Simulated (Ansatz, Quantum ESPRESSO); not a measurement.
# ZrSi3 (Fm-3m): zone-centre phonons, part 3 of 3

Aim: the zone-centre modes of ZrSi3 (Fm-3m).

Quantum ESPRESSO 7.5; DFT PBE, scalar-relativistic, plane waves, SG15 norm-conserving pseudopotentials.

So far, lowest optical zone-centre mode (cm⁻¹): step 6 (zone-centre analysis) -98.6; step 8 (without ASR) -98.6.

The structure was built from a prototype and need not be the compound's stable phase.

**9. Cross-check with Ansatz**

The same cell goes through another code, with its own cutoff. The potentials differ. Its k mesh is centred on Γ.

This step: DFT PBE, scalar-relativistic, plane waves, PseudoDojo norm-conserving pseudopotentials (Ansatz 0.2.0).

input.yaml reads:

```yaml
crystal:
  lattice:
    - [-3.244351387, 0.0, 3.244351387]
    - [0.0, 3.244351387, 3.244351387]
    - [-3.244351387, 3.244351387, 0.0]
  atoms:
    - { symbol: Zr, position: [0.0, 0.0, 0.0] }
    - { symbol: Si, position: [0.5, 0.5, 0.5] }
    - { symbol: Si, position: [0.75, 0.75, 0.75] }
    - { symbol: Si, position: [0.25, 0.25, 0.25] }
kpoints:
  mp_grid: { grid: [8, 8, 8] }
hamiltonian:
  xc: pbe
  pseudopotentials: { kind: nc, accuracy: standard }
scf:
  occupations: { method: cold, width: 0.27211 }
output:
  eigenvalues: true
phonons:
  method: dfpt
```

Command:

```
$ ansatz run input.yaml --threads 4 --pin off --max-ram 8192MiB --backend cpu --events-out ev --progress --plain --runs-dir out
```

Numbers of over 12 decimals in the logs are rounded to 6 here.

The log of the run:

```text
zone centre: on kpoints.mp_grid the ground state, and the responses unless they are solved on pairs of k-points, stand on 59 of the mesh's 512 k-points, reduced under 8 symmetry operations, with k and −k counted as one. Each operation leaves every solved displacement unchanged or reverses it
Engine: ansatz 0.2.0, aarch64-unknown-linux-gnu
Pseudopotentials: kind: nc
Pseudopotential: Zr, nc, valence charge 12, recommended cutoff 897.975746 eV (normal), Zr.nc.azcp (PseudoDojo's, or run here from an input of PseudoDojo's; its table is named by hamiltonian.pseudopotentials.accuracy)
Pseudopotential: Si, nc, valence charge 4, recommended cutoff 489.804952 eV (normal), Si.nc.azcp (PseudoDojo's, or run here from an input of PseudoDojo's; its table is named by hamiltonian.pseudopotentials.accuracy)
Functional definition: PBE
  parameter kappa = 0.804
  parameter beta = 0.066725
  exchange = pbe_x(kappa = kappa, mu = beta*pi^2/3)
  correlation = pbe_c(beta = beta)
Crystal: 4 atoms, lattice volume = 68.299 Å³
Basis set: ecut = 897.975746 eV, 4279 PW (Γ), exchange–correlation on 90×90×90 points (8 copies of the dense FFT grid, shifted against one another)
Bands: 16, of which v1, the nominal top of the filled ones, is band 12 counted from 1 (11 counted from 0)
Symmetry: 48 space group operations
k-points: 59 of 512 (irreducible under 8 space group operations, time reversal used)
Non-local potential: Zr, projectors of the file, l = 0: 2, l = 1: 2, l = 2: 2
Non-local potential: Si, projectors of the file, l = 0: 2, l = 1: 2, l = 2: 2
Initial density: superposition of atomic densities (chi_scale 0.1, normalization cell, long waves kept (reshape's long-wave potential 0.00 eV rms))
Initial wavefunctions: pseudopotential atomic-orbital guess
Functional: x = pbe(κ = 0.804, μ = 0.219515), c = pbe(β = 0.066725)
SCF iter   1: F=—  HF=-1722.133937 eV  |F-HF|=—  |Δ(HF+E_count)|=         —  Δρ=3.39e-2  dr2=1.58e0  ethr=3.10e-3  ⟨swp⟩=5.9  Hψ=11158  notcnv=0
automatic band count: the SCF goes on with 20 bands, as 16 were too few: they end inside the smearing window of the response
preconditioner: auto → Kerker (q_TF=auto, 2.292 Å⁻¹)  [metal: Δε(μ)=0.027 eV  Ē_g=7.455 eV  σ=0.272 eV  W_gap=0.07  n_scr=14 (ndim 8)  ℏωp=18.0 eV  f_vac=0.000  D(μ)=3.60/eV (n_scr^D=26)]
SCF iter   2: F=—  HF=-1721.853190 eV  |F-HF|=—  |Δ(HF+E_count)|=   2.81e-1  S|Δr|=    0.00e0  Δρ=1.52e-2  dr2=2.23e-1  ethr=3.10e-3  ⟨swp⟩=1.0  Hψ=1654  notcnv=0  defer=1
SCF iter   3: F=—  HF=-1721.799060 eV  |F-HF|=—  |Δ(HF+E_count)|=   5.41e-2  S|Δr|=    0.00e0  Δρ=4.99e-3  dr2=1.78e-2  ethr=9.31e-4  ⟨swp⟩=1.9  Hψ=1388  notcnv=0  defer=3
SCF iter   4: F=—  HF=-1721.794375 eV  |F-HF|=—  |Δ(HF+E_count)|=   4.69e-3  S|Δr|=    0.00e0  Δρ=8.04e-4  dr2=4.48e-4  ethr=7.43e-5  ⟨swp⟩=2.6  Hψ=1552  notcnv=0  defer=4
SCF iter   5: F=—  HF=-1721.794301 eV  |F-HF|=—  |Δ(HF+E_count)|=   7.37e-5  S|Δr|=    0.00e0  Δρ=8.22e-5  dr2=4.08e-6  ethr=1.87e-6  ⟨swp⟩=2.8  Hψ=1735  notcnv=0  defer=3
SCF iter   6: F=—  HF=-1721.794306 eV  |F-HF|=—  |Δ(HF+E_count)|=   5.05e-6  S|Δr|=    0.00e0  Δρ=2.09e-5  dr2=3.44e-7  ethr=1.70e-8  ⟨swp⟩=2.4  Hψ=1789  notcnv=0  defer=3
SCF iter   7: F=—  HF=-1721.794261 eV  |F-HF|=—  |Δ(HF+E_count)|=   4.53e-5  S|Δr|=    0.00e0  Δρ=4.08e-6  dr2=1.32e-8  ethr=1.43e-9  ⟨swp⟩=1.5  Hψ=1355  notcnv=0  defer=91
SCF iter   8: F=—  HF=-1721.794261 eV  |F-HF|=—  |Δ(HF+E_count)|=  1.58e-10  S|Δr|=    0.00e0  Δρ=4.92e-7  dr2=1.57e-10  ethr=5.50e-11  ⟨swp⟩=2.4  Hψ=1632  notcnv=0  defer=91
SCF iter   9: F=-1721.794261 eV  HF=-1721.794261 eV  |F-HF|=6.82e-13  |Δ(HF+E_count)|=  1.36e-12  S|Δr|=    0.00e0  Δρ=5.68e-8  dr2=1.48e-12  ethr=1.00e-12  ⟨swp⟩=12.8  Hψ=7517  notcnv=0
SCF 1 converged in 9 iterations: F = -1721.794261 eV  dr2 = 1.48e-12
DFPT response loops at Γ: preconditioner auto → Kerker (q_TF=auto, 2.292 Å⁻¹) (partly filled bands, converged f_vac=0.000); β = 1.00, the filter's whole step (`scf.mixing.beta` (0.50) is not read by the response loops under this deck's `scf.mixing.preconditioner`; to damp them name `kerker` or `kerker_dos`, under which they read `scf.mixing.beta`, and type it under 1.00, their step now; both keys bind the ground state too); Broyden in place of MSR1
SCF converged after 9 iterations
Stability not checked: this state was not tested for a lower state beside it, because cold or Methfessel-Paxton smearing, or corrected tetrahedra, fill the levels in a way that the test cannot read (fill_not_monotonic; see scf.lower_state_search)
Free energy (F): -1721.794261 eV
Harris-Foulkes:  -1721.794261 eV  (|F-HF|=6.82e-13)
Internal energy: -1721.781735 eV  (E = F + TS)
E sigma→0 (E₀):  -1721.790086 eV
Entropy (-TS):   -0.012525 eV (-3.131 meV/atom)
Fermi energy:    11.461384 eV
--- Per-component energies (eV) ---
  E_band       = -56.092853
  E_kinetic    = 518.636993
  E_local      = -938.197542  (includes V_loc(G=0)·N_el)
  E_nonlocal   = 190.715108
  E_hartree    = 265.753838
  E_xc         = -399.354887
  E_vxc        = -358.755106  (∫ρ·V_xc dr)
  E_ewald      = -1359.335246
  E_smearing   = -0.012525  (= −TS)
  E_closure    = 0.000000  (closes the sum)
  Σ components = -1721.794261   (vs F -1721.794261, Δ=0.00e0)
--- Band table (eV; the first three rows and the last of 59) ---
  k-point 0: bands = [... 8 lower, 7.6070, 9.3621, 9.7503, 9.7503, 9.7503, 10.9607, 10.9607, 14.3049, ... 4 higher]
  k-point 1: bands = [... 8 lower, 7.9709, 9.1238, 9.3980, 9.3980, 11.3766, 11.6647, 11.6647, 13.3105, ... 4 higher]
  k-point 2: bands = [... 8 lower, 7.4789, 9.3071, 9.3071, 10.4821, 11.8915, 12.5258, 12.5258, 13.6627, ... 4 higher]
  k-point 58: bands = [... 8 lower, 6.8943, 9.1585, 11.2846, 11.2846, 12.3460, 13.7901, 15.1466, 15.6710, ... 4 higher]
--- Phonons (Γ-DFPT): 3 representative perturbations + reference, on 59 of 512 k-points (Σ response iterations 9) ---
  k mesh reduced under 8 symmetry operations, with k and −k counted as one. Each operation leaves every solved displacement unchanged or reverses it
  ASR residual: 1.627e-4 → 0.000e0 eV/Å²; symmetrization residual: 1.179e-5 eV/Å²
  ASR residual per site (eV/Å²): 1.63e-4 1.61e-5 5.05e-6 5.05e-6
  Γ frequencies (cm⁻¹): -101.92 -101.92 -101.92 0.00 0.00 0.00 131.67 131.67 131.67 150.01 150.01 150.01
  non-analytic LO–TO correction: not included (Born effective charges unavailable; polar crystals: no LO–TO splitting at Γ)
```

The job ended after 20 s (4 threads of Arm Neoverse V1, shared host; peak memory 1.1 GiB).

This step gave:

| Quantity | Value |
| --- | --- |
| sum-rule residual before enforcement | 1.63e-4 eV/Å² |
| highest optical zone-centre mode (no LO-TO term) | 150.0 cm⁻¹ |
| lowest optical zone-centre mode | -101.9 cm⁻¹ |

**10. The two compared: QE SG15 and Ansatz, PseudoDojo**

Numbers from this step:

* root-mean-square difference: 2.11 cm⁻¹
* largest difference: 3.28 cm⁻¹

Frequencies side by side, by row:

```tsv
q (reciprocal lattice)	mode	QE SG15 (cm⁻¹)	Ansatz, PseudoDojo (cm⁻¹)
0 0 0	1	-98.64	-101.9
0 0 0	2	-98.64	-101.9
0 0 0	3	-98.64	-101.9
0 0 0	4	0	0
0 0 0	5	0	0
0 0 0	6	0	0
0 0 0	7	133.3	131.7
0 0 0	8	133.3	131.7
0 0 0	9	133.3	131.7
0 0 0	10	150.1	150
0 0 0	11	150.1	150
0 0 0	12	150.1	150
```

At the zone centre the largest difference (acoustic modes at Γ apart) is 2 % of the highest mode, but 3 % of the mode at 99i cm⁻¹ on which it sits.

**11. Results**

```json
{
 "space group after relaxation": "Fm-3m",
 "volume per atom": "17.1 Å³",
 "highest optical zone-centre mode (no LO-TO term)": "150.1 cm⁻¹",
 "lowest optical zone-centre mode": "-98.6 cm⁻¹",
 "imaginary optical modes at the zone centre (no q mesh in this session)": "yes",
 "largest difference from Ansatz, PseudoDojo": "3.28 cm⁻¹"
}
```

**Reading.** At the PBE level the optical modes of ZrSi3 (Fm-3m) at the zone centre run from 99i to 150 cm⁻¹, so the structure is a saddle point, with 3 modes beyond 10i cm⁻¹ there. Of the 9 optical modes, 6 are infrared active alone and 3 are Raman active alone; inversion symmetry keeps the two sets apart. QE SG15 and Ansatz, PseudoDojo differ by 2.1 cm⁻¹ in the root mean square and by 3.3 cm⁻¹ at most, 2.2 % of the highest mode compared (acoustic modes at Γ left out); the two use different potentials, and the cell was not relaxed for the second set. These are harmonic frequencies at zero temperature: anharmonic shifts and linewidths and thermal expansion are left out. In a metal the frequencies hang on the k mesh and the smearing, most of all near Kohn anomalies. The structure is a hypothetical one, built on a prototype.

[Host names and launcher messages were left out of these logs when they were recorded.]

[Logs are printed without paths, hosts, clocks, repeated set-up lines and the standing remarks that a program may print on its own settings, such as how far it seeks lower states.]

[Hosts, paths, dates, database ids (printed as entryN), source tags and the programs' standing remarks are cut or masked in the printed files.]
